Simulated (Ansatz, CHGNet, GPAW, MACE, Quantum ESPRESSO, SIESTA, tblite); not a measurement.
## Random packing of 64AlN-36Al2O3 (mol %) (86 atoms) in SIESTA

Aim: run random packing of 64AlN-36Al2O3 (mol %) (86 atoms) in SIESTA and see how near its forces come to a plane-wave reference, and at what cost.

Main program and level: SIESTA 5.4.2; the method is named at each step.

## (1) Set-up

The cell holds 86 atoms: 38 Al, 18 N and 30 O. Its edges and angles: a = 9.738 Å, b = 9.738 Å, c = 9.738 Å, α = 90.0°, β = 90.0°, γ = 90.0°. 86 atoms (38 Al, 18 N, 30 O) packed at random in a cube at 3.16 g/cm³ and pushed apart as soft spheres, cations and anions kept from their own kind; a start for melting by ab initio MD, not an equilibrated structure. Then every atom was moved at random, 0.03 Å r.m.s. a Cartesian component.

The yardstick, on the same geometry:

```
method                 : Kohn-Sham DFT, PBE, PAW, plane waves (Ansatz 0.2.0); cutoff 420 eV, Γ point, fermi-dirac smearing of 0.05 eV; PAW set soft_2
r.m.s. force component : 1.796 eV/Å
longest force          : 6.263 eV/Å
pressure               : 4.911 GPa
SCF cycles             : 11
time                   : 8.7 s on 4 threads of Arm Neoverse V2, shared host
CPU time               : 31 s
```

## (2) PBE, DZP, shift 0.01 Ry, mesh 500 Ry

Method: Kohn-Sham DFT, PBE, PseudoDojo 0.4.1 norm-conserving pseudopotentials (converted to PSML), numerical atomic orbitals (DZP), diagonalisation.

The .psml files are PseudoDojo norm-conserving potentials that we converted to this format, checked against plane waves on the same files for H, C, O, Si, Ge and Ca alone.

File input.fdf:

```
SystemLabel cell
NumberOfAtoms 86
NumberOfSpecies 3
%block ChemicalSpeciesLabel
  1 13 Al
  2 7 N
  3 8 O
%endblock ChemicalSpeciesLabel
LatticeConstant 1.0 Ang
%block LatticeVectors
  9.73820 0.00000 0.00000
  0.00000 9.73820 0.00000
  0.00000 0.00000 9.73820
%endblock LatticeVectors
PAO.BasisSize DZP
PAO.EnergyShift 0.01 Ry
XC.Functional GGA
XC.Authors PBE
MeshCutoff 500 Ry
%block kgrid_Monkhorst_Pack
  1 0 0 0.0
  0 1 0 0.0
  0 0 1 0.0
%endblock kgrid_Monkhorst_Pack
SolutionMethod diagon
OccupationFunction FD
ElectronicTemperature 580 K
SCF.Mixer.Method Pulay
SCF.Mixer.Weight 0.15
SCF.Mixer.History 8
SCF.Mix Hamiltonian
MaxSCFIterations 300
SCF.DM.Tolerance 1e-04
SCF.H.Tolerance 1.0e-3 eV
WriteForces T
Write.HirshfeldPop T
Write.VoronoiPop T
Write.DM F
Write.H F
XML.Write F
AtomicCoordinatesFormat Fractional
%block AtomicCoordinatesAndAtomicSpecies
  0.99042 0.26924 0.26938 1
  0.04580 0.55505 0.47139 1
  0.89497 0.45027 0.75529 1
  0.84845 0.88902 0.52915 1
  0.56824 0.64796 0.68329 1
  0.46912 0.21586 0.51804 1
  0.04941 0.47437 0.04809 1
  0.28755 0.86801 0.35938 1
  0.23218 0.34453 0.71381 1
  0.28135 0.44774 0.34138 1
  0.74982 0.69687 0.40443 1
  0.84914 0.59120 0.15046 1
  0.73754 0.72334 0.86618 1
  0.69728 0.88492 0.23814 1
  0.20141 0.76778 0.12343 1
  0.66509 0.36978 0.10427 1
  0.85157 0.20407 0.80259 1
  0.21246 0.53491 0.86833 1
  0.64684 0.23741 0.34344 1
  0.43963 0.91189 0.16280 1
  0.12143 0.18333 0.93603 1
  0.19138 0.94111 0.93515 1
  0.41611 0.99856 0.75799 1
  0.66639 0.02532 0.75230 1
  0.22193 0.78037 0.74200 1
  0.64065 0.47684 0.87329 1
  0.89116 0.86639 0.02621 1
  0.60899 0.95763 0.47177 1
  0.49063 0.16805 0.15962 1
  0.88631 0.12590 0.44628 1
  0.17620 0.02439 0.19856 1
  0.97162 0.77844 0.72787 1
  0.79163 0.14605 0.03269 1
  0.19607 0.07404 0.65895 1
  0.77477 0.45927 0.34504 1
  0.29709 0.31379 0.08254 1
  0.93852 0.96144 0.25936 1
  0.39498 0.60826 0.19022 1
  0.17268 0.36933 0.94295 2
  0.45643 0.35573 0.37789 2
  0.67774 0.28724 0.86311 2
  0.49473 0.08074 0.38055 2
  0.23455 0.75110 0.93326 2
  0.34064 0.89231 0.59348 2
  0.26782 0.09626 0.04230 2
  0.81108 0.27878 0.18764 2
  0.75653 0.07001 0.58845 2
  0.33865 0.63134 0.74455 2
  0.05492 0.89164 0.13076 2
  0.54340 0.16019 0.68084 2
  0.50833 0.46130 0.16718 2
  0.47600 0.39218 0.65361 2
  0.49072 0.81632 0.77101 2
  0.45639 0.32216 0.96740 2
  0.09162 0.67469 0.61341 2
  0.68552 0.96779 0.96157 2
[... 26 atom lines left out ...]
  0.96645 0.10682 0.12000 3
  0.75859 0.77596 0.64751 3
  0.05060 0.21899 0.52318 3
  0.48620 0.54872 0.91941 3
%endblock AtomicCoordinatesAndAtomicSpecies
```

Command:

```
$ OMP_NUM_THREADS=1 mpirun -np 2 siesta < input.fdf > output.txt
```

Log:

```text
Version         : 5.4.2
reinit: System Name:
reinit: System Label: cell
initatom: Reading input for the pseudopotentials and atomic orbitals ----------
Species number:   1 Atomic number:   13 Label: Al
Species number:   2 Atomic number:    7 Label: N
Species number:   3 Atomic number:    8 Label: O
Ground state valence configuration (from tables):   3s02  3p01  3d00  4f00
Ground state valence configuration (from tables):   2s02  2p03  3d00  4f00
Ground state valence configuration (from tables):   2s02  2p04  3d00  4f00
---- Processing specs for species: Al
GGA--PBE XC_GGA_X_PBE--XC_GGA_C_PBE pb
---- Processing specs for species: N
GGA--PBE XC_GGA_X_PBE--XC_GGA_C_PBE pb
---- Processing specs for species: O
GGA--PBE XC_GGA_X_PBE--XC_GGA_C_PBE pb
Al pseudopotential only contains V_ls up to l=2 -- lmxkb reset.
N pseudopotential only contains V_ls up to l=1 -- lmxkb reset.
O pseudopotential only contains V_ls up to l=2 -- lmxkb reset.
Using PAO.SplitTailNorm
%block ChemicalSpeciesLabel
    1   13 Al                      # Species index, atomic number, species label
    2    7 N                       # Species index, atomic number, species label
    3    8 O                       # Species index, atomic number, species label
%endblock ChemicalSpeciesLabel
%block PAO.Basis                 # Define Basis set
Al                    2                    # Species label, number of l-shells
 n=3   0   2                         # n, l, Nzeta
   6.130      4.449
   1.000      1.000
 n=3   1   2 P   1                   # n, l, Nzeta, Polarization, NzetaPol
   7.969      5.883
[...]
N                     2                    # Species label, number of l-shells
 n=2   0   2                         # n, l, Nzeta
[...]
n=2   1   2 P   1                   # n, l, Nzeta, Polarization, NzetaPol
[...]
O                     2                    # Species label, number of l-shells
 n=2   0   2                         # n, l, Nzeta
[...]
n=2   1   2 P   1                   # n, l, Nzeta, Polarization, NzetaPol
   4.300      2.782
   1.000      1.000
%endblock PAO.Basis
coor:   Atomic-coordinates input format  =     Fractional
siesta: System type = bulk
initatomlists: Number of atoms, orbitals, and projectors:     86  1118  1218
siesta: ******************** Simulation parameters ****************************
Total number of electrons:   384.000000
Total ionic charge:   384.000000
 Kpoints in:            1 . Kpoints trimmed:            1
siesta: k-grid: Number of k-points = 1
siesta: k-points from Monkhorst-Pack grid
siesta: k-cutoff (effective) =     4.869 Ang
siesta: k-point supercell and displacements
siesta: k-grid:     1     0     0      0.000
siesta: k-grid:     0     1     0      0.000
siesta: k-grid:     0     0     1      0.000
                     ====================================
                        Single-point calculation
                     ====================================
outcell: Unit cell vectors (Ang):
        9.738200    0.000000    0.000000
        0.000000    9.738200    0.000000
        0.000000    0.000000    9.738200
outcell: Cell vector modules (Ang)   :    9.738200    9.738200    9.738200
outcell: Cell angles (23,13,12) (deg):     90.0000     90.0000     90.0000
outcell: Cell volume (Ang**3)        :    923.4982
Gamma-point calculation with interaction between periodic images
Gamma-point calculation with interaction between periodic images
Some features might not work optimally:
Some features might not work optimally:
e.g. DM initialization from atomic data
e.g. DM initialization from atomic data
new_DM -- step:     1
Initializing Density Matrix...
Attempting to read DM from file... Failed...
DM filled with atomic data:
InitMesh: MESH = 144 x 144 x 144 = 2985984
InitMesh: Mesh cutoff (required, used) =   500.000   604.324 Ry
stepf: Fermi-Dirac step function
        iscf     Eharris(eV)        E_KS(eV)     FreeEng(eV)     dDmax    Ef(eV) dHmax(eV)
   scf:    1   -20437.375086   -20799.035559   -20799.197051  1.852440 -6.321861 19.270058
   scf:    2   -20679.967349   -20845.111812   -20845.312559  1.034715 -5.451019 31.726625
   scf:    3   -20821.922327   -20897.595644   -20897.828035  1.050830 -5.542904 18.997221
[...]
scf:   31   -20922.829813   -20922.829820   -20923.126061  0.000115 -5.351076  0.000967
   scf:   32   -20922.829820   -20922.829820   -20923.126061  0.000076 -5.351066  0.000610
SCF Convergence by DM+H criterion
max |DM_out - DM_in|         :     0.0000757170
max |H_out - H_in|      (eV) :     0.0006103658
SCF cycle converged after 32 iterations
Using DM_out to compute the final energy and forces
siesta: E_KS(eV) =           -20922.8298
siesta: E_KS - E_eggbox =    -20922.8298
siesta: Atomic forces (eV/Ang):
     1    0.410680    0.391716   -0.129732
     2    0.256078   -0.842789    1.288742
     3   -0.228934    1.767229   -1.996307
[...]
85   -1.206807   -1.463104   -1.154598
    86    1.100208    0.198789   -0.837648
----------------------------------------
   Tot    0.004289   -0.000031    0.004629
----------------------------------------
   Max    5.836607
   Res    1.760875    sqrt( Sum f_i^2 / 3N )
----------------------------------------
   Max    5.836607    constrained
Stress tensor Voigt[x,y,z,yz,xz,xy] (kbar):      -47.64     -101.04      -49.53       10.64       11.42       17.05
(Free)E + p*V (eV/cell)   -20885.0433
Target enthalpy (eV/cell)   -20923.1261
siesta: Program's energy decomposition (eV):
siesta: Ebs     =     -4848.224721
siesta: Eions   =     33275.793589
siesta: Ena     =      7002.681255
siesta: Ekin    =     13281.914252
siesta: Enl     =     -2043.676838
siesta: DEna    =       104.347830
siesta: DUscf   =        21.633526
siesta: Ex      =     -5537.905259
siesta: Ec      =      -476.030996
siesta: Exc     =     -6013.936256
siesta: Eharris =    -20922.829820
siesta: Etot    =    -20922.829820
siesta: FreeEng =    -20923.126061
siesta: Final energy (eV):
siesta:  Band Struct. =   -4848.224721
siesta:       Kinetic =   13281.914252
siesta:       Hartree =    5902.844565
siesta:         Exch. =   -5537.905259
siesta:         Corr. =    -476.030996
siesta:   Exch.-corr. =   -6013.936256
siesta:  Ion-electron =  -23359.241888
siesta:       Ion-ion =  -10734.410494
siesta:         Total =  -20922.829820
siesta:         Fermi =      -5.351066
siesta: Stress tensor (static) (eV/Ang**3):
siesta:    -0.029732    0.010642    0.007129
siesta:     0.010642   -0.063065    0.006641
siesta:     0.007129    0.006640   -0.030915
siesta: Cell volume =        923.498234 Ang**3
siesta: Pressure (static):
siesta:                Solid            Molecule  Units
siesta:           0.00044913          0.00057420  Ry/Bohr**3
siesta:           0.04123753          0.05272060  eV/Ang**3
siesta:          66.06979981         84.46771495  kBar
    Orbital volume contribution        =          55.274447 eV
    (Free)E + p_basis*V_orbitals       =      -20867.851614 eV
    (Free)Eharris+ p_basis*V_orbitals  =      -20867.851614 eV
Hirshfeld Atomic Populations:
Atom #   charge [q] valence [e]  Species
     1     0.298173    2.701827  Al
     2     0.331426    2.668574  Al
     3     0.360000    2.640000  Al
[...]
39    -0.279619    5.279619  N
    40    -0.125604    5.125604  N
    41    -0.176271    5.176271  N
[...]
57    -0.194808    6.194808  O
    58    -0.199639    6.199639  O
    59    -0.175806    6.175806  O
[...]
--------------------
 Total    -0.000024
Voronoi Atomic Populations:
Atom #   charge [q] valence [e]  Species
[...]
37     0.161743    2.838257  Al
    38     0.292351    2.707649  Al
[...]
55    -0.288991    5.288991  N
    56    -0.292319    5.292319  N
[...]
85    -0.247682    6.247682  O
    86    -0.181747    6.181747  O
--------------------
 Total    -0.000024
```

It took 14 min on 2 MPI ranks of Arm Neoverse V2, shared host; peak memory 3.2 GiB; 28 min of CPU time.

Banners, paths, timers and routine set-up lines are dropped from the logs unmarked, and long logs keep their key lines alone; longer cuts are marked.

Compared with the plane-wave run:

```
r.m.s. force component                  : 1.761 eV/Å
r.m.s. difference of force components   : 155.3 meV/Å
longest difference of force vectors     : 525.9 meV/Å
force difference over r.m.s. force      : 8.648 %
slope of forces against the reference's : 0.9767
correlation of force components         : 0.9964
pressure                                : 6.607 GPa
pressure difference                     : 1.696 GPa
```

Length of the force difference by element (eV/Å):

```
element  atoms  mean  most
     Al     38  0.26  0.49
      N     18  0.20  0.37
      O     30  0.27  0.53
```

Local excerpt of 9 atoms (numbers count through the whole input) about Al19, picked at random; x, y, z are measured from there.

```
atom      x      y      z  distance (Å)  Hirshfeld charge (e)     Fx     Fy  Fz (eV/Å)
Al19   0.00   0.00   0.00          0.00                  0.20   0.33  -1.02       1.12
 O68   0.22   1.08   1.47          1.84                 -0.16   0.77  -3.46      -3.03
 O65   0.12  -1.57  -1.23          2.00                 -0.15   0.61  -0.05      -2.73
 N42  -1.48  -1.53   0.36          2.16                 -0.23   1.05  -0.32      -0.56
 N40  -1.85   1.15   0.34          2.21                 -0.13  -0.72   0.54       0.10
 N46   1.60   0.40  -1.52          2.24                 -0.24  -1.48   1.63       2.27
 Al6  -1.73  -0.21   1.70          2.44                  0.17  -2.68   1.24       1.58
Al29  -1.52  -0.68  -1.79          2.44                  0.25  -1.98  -0.83      -0.09
Al35   1.25   2.16   0.02          2.49                  0.13  -1.78  -1.38       4.36
```

Forces lie 8.6 % from the reference's, at 53 times its CPU time (on 2 against 4 cores).

## (3) PBE, SZ, shift 0.01 Ry, mesh 500 Ry

Method: Kohn-Sham DFT, PBE, PseudoDojo 0.4.1 norm-conserving pseudopotentials (converted to PSML), numerical atomic orbitals (SZ), diagonalisation.

input.fdf: that of step 2 with these lines changed.

```diff
@@ -14,3 +14,3 @@
 %endblock LatticeVectors
-PAO.BasisSize DZP
+PAO.BasisSize SZ
 PAO.EnergyShift 0.01 Ry
```

Command:

```
$ OMP_NUM_THREADS=1 siesta < input.fdf > output.txt
```

Log:

```text
Version         : 5.4.2
reinit: System Name:
reinit: System Label: cell
initatom: Reading input for the pseudopotentials and atomic orbitals ----------
Species number:   1 Atomic number:   13 Label: Al
Species number:   2 Atomic number:    7 Label: N
Species number:   3 Atomic number:    8 Label: O
Ground state valence configuration (from tables):   3s02  3p01  3d00  4f00
Ground state valence configuration (from tables):   2s02  2p03  3d00  4f00
Ground state valence configuration (from tables):   2s02  2p04  3d00  4f00
---- Processing specs for species: Al
GGA--PBE XC_GGA_X_PBE--XC_GGA_C_PBE pb
---- Processing specs for species: N
GGA--PBE XC_GGA_X_PBE--XC_GGA_C_PBE pb
---- Processing specs for species: O
GGA--PBE XC_GGA_X_PBE--XC_GGA_C_PBE pb
[... lines left out ...]
Total number of electrons:   384.000000
[... lines left out ...]
stepf: Fermi-Dirac step function
        iscf     Eharris(eV)        E_KS(eV)     FreeEng(eV)     dDmax    Ef(eV) dHmax(eV)
[... lines left out ...]
SCF Convergence by DM+H criterion
[... lines left out ...]
SCF cycle converged after 35 iterations
[... lines left out ...]
   Max    7.722404
[... lines left out ...]
   Max    7.722404    constrained
Stress tensor Voigt[x,y,z,yz,xz,xy] (kbar):     -208.69     -285.30     -222.07       14.96       17.10       27.54
[... lines left out ...]
siesta: Etot    =    -20830.805228
siesta: FreeEng =    -20831.135796
siesta: Final energy (eV):
siesta:  Band Struct. =   -4551.679698
siesta:       Kinetic =   13685.404696
siesta:       Hartree =    6118.914303
siesta:         Exch. =   -5595.379831
siesta:         Corr. =    -475.280818
siesta:   Exch.-corr. =   -6070.660648
siesta:  Ion-electron =  -23830.053085
siesta:       Ion-ion =  -10734.410494
siesta:         Total =  -20830.805228
siesta:         Fermi =      -4.280145
siesta: Stress tensor (static) (eV/Ang**3):
siesta:    -0.130254    0.017190    0.010675
siesta:     0.017190   -0.178072    0.009334
siesta:     0.010675    0.009334   -0.138606
siesta: Cell volume =        923.498234 Ang**3
siesta: Pressure (static):
siesta:                Solid            Molecule  Units
siesta:           0.00162257          0.00198473  Ry/Bohr**3
siesta:           0.14897731          0.18222996  eV/Ang**3
siesta:         238.68795873        291.96458268  kBar
    Orbital volume contribution        =          26.936571 eV
    (Free)E + p_basis*V_orbitals       =      -20804.199226 eV
    (Free)Eharris+ p_basis*V_orbitals  =      -20804.199231 eV
Hirshfeld Atomic Populations:
Atom #   charge [q] valence [e]  Species
     1     0.280670    2.719330  Al
     2     0.357134    2.642866  Al
     3     0.390402    2.609598  Al
[...]
39    -0.301997    5.301997  N
    40    -0.175260    5.175260  N
    41    -0.219817    5.219817  N
[...]
57    -0.235009    6.235009  O
    58    -0.206170    6.206170  O
    59    -0.198326    6.198326  O
[...]
--------------------
 Total    -0.000027
Voronoi Atomic Populations:
Atom #   charge [q] valence [e]  Species
[...]
37     0.189139    2.810861  Al
    38     0.360461    2.639539  Al
[...]
55    -0.333738    5.333738  N
    56    -0.323045    5.323045  N
[...]
85    -0.227156    6.227156  O
    86    -0.199945    6.199945  O
--------------------
 Total    -0.000027
```

Run time: 5.7 min. Hardware: 1 thread; peak memory 1.3 GiB.

Compared with the plane-wave run:

* r.m.s. force component: 1.984 eV/Å
* r.m.s. difference of force components: 810.1 meV/Å
* longest difference of force vectors: 3018 meV/Å
* force difference over r.m.s. force: 45.1 %
* slope of forces against the reference's: 1.008
* correlation of force components: 0.9129
* pressure: 23.87 GPa
* pressure difference: 18.96 GPa

This is a coarse setting, run to see what it loses.

Against the first run (8.6 %), the force difference from the reference is 45 %, at 0.20 times the CPU time (on 1 against 2 cores), with 344 basis functions against 1118: the smaller basis costs accuracy.

[end of part 1 of 2]

[Also dropped from logs without a mark: logging warnings of Python, and SIESTA's first energy breakdown and zero terms.]

[Logs are printed without paths, hosts, clocks, repeated set-up lines and the standing remarks that a program may print on its own settings, such as how far it seeks lower states.]

[Hosts, paths, dates, database ids (printed as entryN), source tags and the programs' standing remarks are cut or masked in the printed files.]
